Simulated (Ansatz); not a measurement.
# Lattice dynamics of (AlN)2(ZnO)2 [0001] superlattice, started as wurtzite, part 2 of 2

Aim: the vibrations of (AlN)2(ZnO)2 [0001] superlattice, started as wurtzite, their spectra, and whether the structure is stable.

Ansatz 0.2.0; DFT LDA, scalar-relativistic, plane waves, PAW.

So far. Step 4 (Relaxing to small forces for the phonons): The largest force component left is 0.69 meV/Å and the pressure is 0.000 GPa, within the tolerances set. The cell now holds 10.22 Å³/atom. The relaxed cell has a = 3.271, c = 8.827 Å (conventional setting).

The structure was built from a prototype and need not be the compound's stable phase.

## (5) Modes at Γ (continued)

Transverse modes. Infrared lines, with heights relative to the strongest:

| position (cm⁻¹) | label | relative intensity |
| --- | --- | --- |
| 107 | E | 0.5 |
| 154 | A1 | 31 |
| 157 | E | 0.6 |
| 225 | A1 | 20 |
| 263 | E | 0.3 |
| 310 | A1 | 13 |
| 383 | E | 64 |
| 482 | A1 | 100 |
| 533 | E | 92 |
| 571 | A1 | 16 |
| 617 | E | 60 |
| 622 | E | 98 |
| 686 | A1 | 18 |
| 701 | A1 | 11 |

Activity x (w_L - w)^4 (n + 1)/w, 532 nm, 300 K; the tensors are static ones, while 532 nm light lies above the computed direct gap, where resonance would change the heights; modes without the macroscopic field alone. Lines of the Raman spectrum (strongest = 100):

| position (cm⁻¹) | label | relative intensity |
| --- | --- | --- |
| 107 | E | 1.8 |
| 154 | A1 | 13 |
| 157 | E | 2.5 |
| 225 | A1 | 1.6 |
| 263 | E | 0.8 |
| 310 | A1 | 100 |
| 383 | E | 1.9 |
| 482 | A1 | 18 |
| 533 | E | 0.0 |
| 571 | A1 | 33 |
| 617 | E | 78 |
| 622 | E | 1.1 |
| 686 | A1 | 8.9 |
| 701 | A1 | 96 |

Static second-order susceptibility (pm/V), twice the coefficient d of second-harmonic generation. Second order susceptibility, by row:

| field along | xx | yy | zz | yz | xz | xy |
| --- | --- | --- | --- | --- | --- | --- |
| x | 0 | 0 | 0 | 0 | 42.72 | -7.38 |
| y | -7.38 | 7.38 | 0 | 42.72 | 0 | 0 |
| z | 42.72 | 42.72 | 51.34 | 0 | 0 | 0 |

Before it was imposed, the acoustic sum rule was missed by 2.7e-4 eV/Å² and the charge sum rule by 0.0078 e. Small misses are needed for a sound result but don't prove that mesh and cutoff are converged. The lowest optical mode is real, 107 cm⁻¹.

The log warns of the k mesh: “the force constants stand on the 9×9×4 k-mesh, whose period is 12.74 times the interband length at k = (0.0000, 0.0000, 0.0000), direct gap 0.691 eV, under 14: take them and everything formed from them as unconverged”.

## (6) Another isotope, element N, natural mass 14.007 amu

An isotope changes the mass and not the force constants, so no new electronic calculation is needed; the shifts show which modes move this element.

The same force constants with the mass of N changed from 14.007 to 15.000 u (phonopy, no LO-TO term). Both lists are sorted by frequency; levels can cross, so a row need not hold one and the same mode. Modes under 3 cm⁻¹ are left out. Isotope shifts, by row:

| q | rank | natural mass (cm⁻¹) | changed mass (cm⁻¹) |
| --- | --- | --- | --- |
| 0 0 0 | 4 | 107.3 | 107 |
| 0 0 0 | 5 | 107.3 | 107 |
| 0 0 0 | 6 | 154.4 | 154.1 |
| 0 0 0 | 7 | 157.2 | 156.5 |
| 0 0 0 | 8 | 157.2 | 156.5 |
| 0 0 0 | 9 | 224.8 | 224.6 |
| 0 0 0 | 10 | 262.9 | 261.7 |
| 0 0 0 | 11 | 262.9 | 261.7 |
| 0 0 0 | 12 | 310.5 | 309.8 |
| 0 0 0 | 13 | 382.6 | 382.6 |
| 0 0 0 | 14 | 382.6 | 382.6 |
| 0 0 0 | 15 | 482.6 | 475.2 |
| 0 0 0 | 16 | 533.3 | 533.1 |
| 0 0 0 | 17 | 533.3 | 533.1 |
| 0 0 0 | 18 | 571.3 | 568.8 |
| 0 0 0 | 19 | 616.7 | 599.3 |
| 0 0 0 | 20 | 616.7 | 599.3 |
| 0 0 0 | 21 | 622.5 | 608 |
| 0 0 0 | 22 | 622.5 | 608 |
| 0 0 0 | 23 | 685.6 | 672.3 |
| 0 0 0 | 24 | 701.2 | 687.6 |

A mode of this element alone would shift by -3.37 %. The highest zone-centre frequency without the field goes from 701.2 to 687.6 cm⁻¹ (-1.9 %). The product of the frequency ratios over all optical modes at Γ is 0.824; the product rule, (m/m′)^(3k/2) (M′/M)^(3/2) with k = 2 such atoms and M the mass of the cell, gives 0.824.

## (7) Another isotope, element O, natural mass 15.999 amu

The same for O, from 16.00 to 18.00 u.

A mode of this element alone would shift by -5.72 %. The highest zone-centre frequency without the field goes from 701.2 to 697.1 cm⁻¹ (-0.6 %). The product of the frequency ratios over all optical modes at Γ is 0.720; the product rule, (m/m′)^(3k/2) (M′/M)^(3/2) with k = 2 such atoms and M the mass of the cell, gives 0.720.

## (8) Isotope substitution, element Zn, natural mass 65.38 amu

The same for Zn, from 65.38 to 67.92 u.

The same force constants with the mass of Zn changed from 65.380 to 67.925 u (phonopy, no LO-TO term). Both lists are sorted by frequency; levels can cross, so a row need not hold one and the same mode. Modes under 3 cm⁻¹ are left out. Isotope shifts, by row:

| q | rank | natural mass (cm⁻¹) | changed mass (cm⁻¹) |
| --- | --- | --- | --- |
| 0 0 0 | 4 | 107.3 | 105.6 |
| 0 0 0 | 5 | 107.3 | 105.6 |
| 0 0 0 | 6 | 154.4 | 152.8 |
| 0 0 0 | 7 | 157.2 | 156.2 |
| 0 0 0 | 8 | 157.2 | 156.2 |
| 0 0 0 | 9 | 224.8 | 221.6 |
| 0 0 0 | 10 | 262.9 | 262.7 |
| 0 0 0 | 11 | 262.9 | 262.7 |
| 0 0 0 | 12 | 310.5 | 309.9 |
| 0 0 0 | 13 | 382.6 | 381.9 |
| 0 0 0 | 14 | 382.6 | 381.9 |
| 0 0 0 | 15 | 482.6 | 482.5 |
| 0 0 0 | 16 | 533.3 | 533.3 |
| 0 0 0 | 17 | 533.3 | 533.3 |
| 0 0 0 | 18 | 571.3 | 571 |
| 0 0 0 | 19 | 616.7 | 614.9 |
| 0 0 0 | 20 | 616.7 | 614.9 |
| 0 0 0 | 21 | 622.5 | 622.5 |
| 0 0 0 | 22 | 622.5 | 622.5 |
| 0 0 0 | 23 | 685.6 | 685.5 |
| 0 0 0 | 24 | 701.2 | 701.1 |

A mode of this element alone would shift by -1.89 %. The highest zone-centre frequency without the field goes from 701.2 to 701.1 cm⁻¹ (-0.0 %). The product of the frequency ratios over all optical modes at Γ is 0.920; the product rule, (m/m′)^(3k/2) (M′/M)^(3/2) with k = 2 such atoms and M the mass of the cell, gives 0.920.

## (9) What came out

```yaml
space_group_after_relaxation_within_0p01_a: P3m1
volume_per_atom: 10.2 Å³
gap_on_the_k_mesh: 0.690 eV
highest_optical_mode_at_the_zone_centre_no_lo_to_term: 701 cm⁻¹
top_of_the_zone_centre_spectrum_with_the_field: 788 cm⁻¹
lowest_optical_zone_centre_mode: 107 cm⁻¹
mean_high_frequency_dielectric_constant: 4.94
mean_static_dielectric_constant: 14.1
largest_born_charge_third_of_the_trace: 2.97 e
imaginary_modes_at_gamma_the_only_wavevector_solved: none
```

The structure is stable against zone-centre distortions, since no mode there is imaginary; runs at other wavevectors are not part of this account. Without the field, the optical modes at Γ span 107 to 701 cm⁻¹. The dispersion is not part of this account. The highest mode in this list at Γ, 701.2 cm⁻¹, is mostly motion of N (70 % of the kinetic energy). With the macroscopic field of the longitudinal modes the top of the zone-centre spectrum lies at 788 cm⁻¹, against 701 cm⁻¹ without it. Lattice motion raises the mean dielectric constant from 4.935 to 14.12. The strongest infrared line is at 482 cm⁻¹. Averaged over orientations, the strongest Raman line at 532 nm and 300 K is at 310 cm⁻¹, among the modes without the field; their longitudinal partners can be Raman active too. The tensors are the static, non-resonant ones, while 532 nm light (2.33 eV) lies above the computed gap. With the field response the log warns that the k mesh is coarse for the force constants too, so the frequencies may not be converged. The starting cell was built on a prototype and not taken from a measurement, so the phase need not exist. These are harmonic frequencies at zero temperature: anharmonic shifts, linewidths and thermal expansion are left out.

[Logs are printed without paths, hosts, clocks, repeated set-up lines and the standing remarks that a program may print on its own settings, such as how far it seeks lower states.]

[Hosts, paths, dates, database ids (printed as entryN), source tags and the programs' standing remarks are cut or masked in the printed files.]
